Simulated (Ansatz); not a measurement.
# PtSe2 monolayer (2H): modes against uniaxial strain along a, the zigzag direction, with the width clamped, part 3 of 3

Wanted: the shifts of the zone-centre modes of PtSe2 monolayer (2H) with strain.

Ansatz 0.2.0; DFT PBE, scalar-relativistic, plane waves, PAW; PAW set soft_1.

So far, highest optical mode at the zone centre (no LO-TO term) (cm⁻¹): step 5 (zone-centre response at rest) 192; step 7 (strain 5 %) 189.

## Step 8: Relaxation of a member: uniaxial strain of -3 % along a, the zigzag direction, with the width clamped (continued)

Relaxation path:

```csv
step,energy less that of the first step (eV),largest force component (eV/Å)
1,0.0000,0.1172
2,-0.0010,0.0781
3,-0.0015,0.0354
4,-0.0017,0.0012
5,-0.0017,0.0012
6,-0.0017,0.0000
```

Forces are held to the 4 operations that the run works with; a distortion that breaks them can't arise in this run.

The atoms that moved most (Å):

```csv
atom,dx,dy,dz,length
Se3,0.000,-0.005,-0.010,0.011
Se2,0.000,-0.005,0.010,0.011
Pt1,0.000,0.010,0.000,0.010
```

Final coordinates:

```
Pt Se
1.0
     3.52658    0.00000    0.00000
    -1.76329    3.14857    0.00000
     0.00000    0.00000   30.46000
Pt Se
1 2
Direct
  0.33827 0.67654 0.32830
  0.66420 0.32840 0.37770
  0.66420 0.32840 0.27889
```

Numbers from this step:

| Quantity | Value |
| --- | --- |
| area per atom | 3.701 Å² |

The largest force component left is 0.0058 meV/Å.

## Step 9: Modes of this member: uniaxial strain of -3 % along a, the zigzag direction, with the width clamped

The zone-centre modes follow for uniaxial strain of -3 % along a, the zigzag direction, with the width clamped.

The input, input.yaml:

```yaml
crystal:
  lattice:
    - [3.5265827076, 0.0, 0.0]
    - [-1.7632913538, 3.1485672303, 0.0]
    - [0.0, 0.0, 30.46]
  atoms:
    - { symbol: Pt, position: [0.3382695476, 0.6765390953, 0.3282994091] }
    - { symbol: Se, position: [0.6641985595, 0.328397119, 0.3777038262] }
    - { symbol: Se, position: [0.6641985595, 0.328397119, 0.2788949919] }
  periodic: [true, true, false]
kpoints:
  mp_grid: { grid: [15, 15, 1] }
hamiltonian:
  xc: pbe
  pseudopotentials: { kind: paw, azcp: { folder: soft_1 } }
scf:
  occupations: { method: methfessel_paxton, width: 0.2 }
output:
  eigenvalues: true
phonons:
  method: dfpt
```

Started as:

```
$ ansatz run input.yaml --threads 4 --pin off --max-ram 16384MiB --backend cpu --events-out ev --progress --plain --runs-dir out
```

Numbers of over 12 decimals in the logs are rounded to 6 here.

Log:

```text
[...]
Crystal: 3 atoms, lattice volume = 338.218 Å³
Basis set: ecut = 420 eV, 6519 PW (Γ), exchange–correlation on 60×60×432 points (8 copies of the dense FFT grid, shifted against one another)
Bands: 30, of which v1, the nominal top of the filled ones, is band 25 counted from 1 (24 counted from 0)
Symmetry: 4 space group operations
[...]
k-point 63: bands = [... 21 lower, -8.1319, -7.3489, -6.6596, -5.6065, -4.4420, -3.4889, -0.5116, 1.4991, ... 1 higher]
  ° read free of the cell's end (the report's vacuum.weakly_bound_levels)
[...]
ASR residual: 1.558e-5 → 0.000e0 eV/Å²; symmetrization residual: 1.311e-5 eV/Å²
[...]
ASR residual per site (eV/Å²): 1.56e-5 1.32e-5 1.23e-5
  Γ frequencies (cm⁻¹): 0.00 0.00 0.00 101.25 102.35 118.92 121.08 136.01 193.43
[...]
[key lines of the parts left out:]
SCF converged after 12 iterations
Free energy (F): -23462.693765 eV
Fermi energy:    -4.732179 eV
```

Elapsed: 3.8 min, on 4 threads of Arm Neoverse V1, shared host; peak memory 2.3 GiB; 15 min of CPU time.

This step gave:

```
sum-rule residual before enforcement                    : 1.56e-5 eV/Å²
highest optical mode at the zone centre (no LO-TO term) : 193.4 cm⁻¹
lowest optical zone-centre mode                         : 101.2 cm⁻¹
```

Patterns of degenerate modes are one choice out of their space. Modes at Γ, with each element's share of the kinetic energy:

```csv
mode,frequency (cm⁻¹),symmetry,Pt %,Se %
1,0.0,acoustic,55,45
2,0.0,acoustic,55,45
3,0.0,acoustic,55,45
4,101.2,B1,4,96
5,102.3,A2,0,100
6,118.9,A1,45,55
7,121.1,B2,45,55
8,136.0,B1,41,59
9,193.4,A1,0,100
```

The lowest optical mode is real, 101 cm⁻¹, and the highest lies at 193.4 cm⁻¹.

## Step 10: The series together

The members are set side by side, also those not shown above.

Energies are extrapolated to zero smearing, and E0 is that at rest; the cell is clamped and the atoms are relaxed; all runs use 15×15×1 k points and Methfessel-Paxton smearing of 0.2 eV. State of the crystal along the series:

```csv
strain (%),E - E0 (meV/atom)
-3,4.101
-2,1.62
-1,0.306
0,0
1,0.5391
2,1.845
3,3.933
4,6.851
5,10.63
```

Optical modes are counted from below at rest and tracked from member to member by their patterns, and modes that stay within 0.3 cm⁻¹ of each other stand once; labels, where given, are those at rest, then, where named, those of the strained cell; the cell is clamped and the atoms are relaxed; all runs use 15×15×1 k points and Methfessel-Paxton smearing of 0.2 eV. Optical modes along the series:

```csv
strain (%),optical mode 1 E'' single part (cm⁻¹),optical mode 2 E'' to A2 single part (cm⁻¹),optical mode 3 E' single part (cm⁻¹),optical mode 4 E' to A1 single part (cm⁻¹),optical mode 5 A2'' (cm⁻¹),optical mode 6 A1' to A1 (cm⁻¹)
-3,101.2,102.3,121.1,118.9,136,193.4
-2,102.5,102.5,116.6,114.7,134.4,193.4
-1,103,102.5,111.3,110.2,132.5,192.8
0,102.4,102.4,106.6,106.6,130.2,192
1,100.5,102.5,103.4,104.6,128,191.3
2,97.58,102.6,101.4,104.4,126.4,190.7
3,94.07,102.2,99.97,105.1,125.8,190.1
4,90.1,101.5,98.77,106.4,126.1,189.6
5,86.03,100.3,97.35,107.5,126.9,188.9
```

Value and slope at zero strain of a cubic (a lower polynomial where under five rows exist) through the rows within 2 % of rest. Slopes at rest:

```csv
mode,frequency (cm⁻¹),shift per percent of strain (cm⁻¹)
optical mode 1 E'' single part,102.4,-1.24
optical mode 2 E'' to A2 single part,102.5,0.05
optical mode 3 E' single part,106.7,-4.01
optical mode 4 E' to A1 single part,106.7,-2.86
optical mode 5 A2'',130.2,-2.36
optical mode 6 A1' to A1,192.1,-0.78
```

## Step 11: What came out

- members: 9
- highest optical mode at the zone centre (no LO-TO term), at rest: 192.0 cm⁻¹
- optical mode 3 E' single part, shift per percent: -4.01 cm⁻¹
- optical mode 4 E' to A1 single part, shift per percent: -2.86 cm⁻¹
- optical mode 5 A2'', shift per percent: -2.36 cm⁻¹
- optical mode 6 A1' to A1, shift per percent: -0.78 cm⁻¹

In words: The strain lowers the symmetry: the level at 106.6 cm⁻¹ splits, into 97.3 and 107.5 cm⁻¹ at +5 %. Within 2 % of rest several modes bend away from a straight line, so single slopes hold only near rest. The width is clamped, so the contraction across the strain that a free sheet shows is left out. These are harmonic frequencies at zero temperature: anharmonic shifts, linewidths and thermal expansion are left out. Spin-orbit coupling is left out, which can matter for the heavy elements here. With no gap, or one that is small against the smearing, the frequencies hang on the k mesh and the smearing, most of all near Kohn anomalies. A semilocal functional can close a gap that the real compound would have, so the metallic treatment may be an artefact of the level. The starting cell was built on a prototype and not taken from a measurement. Only the zone centre was solved, so an instability at another wavevector cannot show here.

[Logs are printed without paths, hosts, clocks, repeated set-up lines and the standing remarks that a program may print on its own settings, such as how far it seeks lower states.]

[Hosts, paths, dates, database ids (printed as entryN), source tags and the programs' standing remarks are cut or masked in the printed files.]
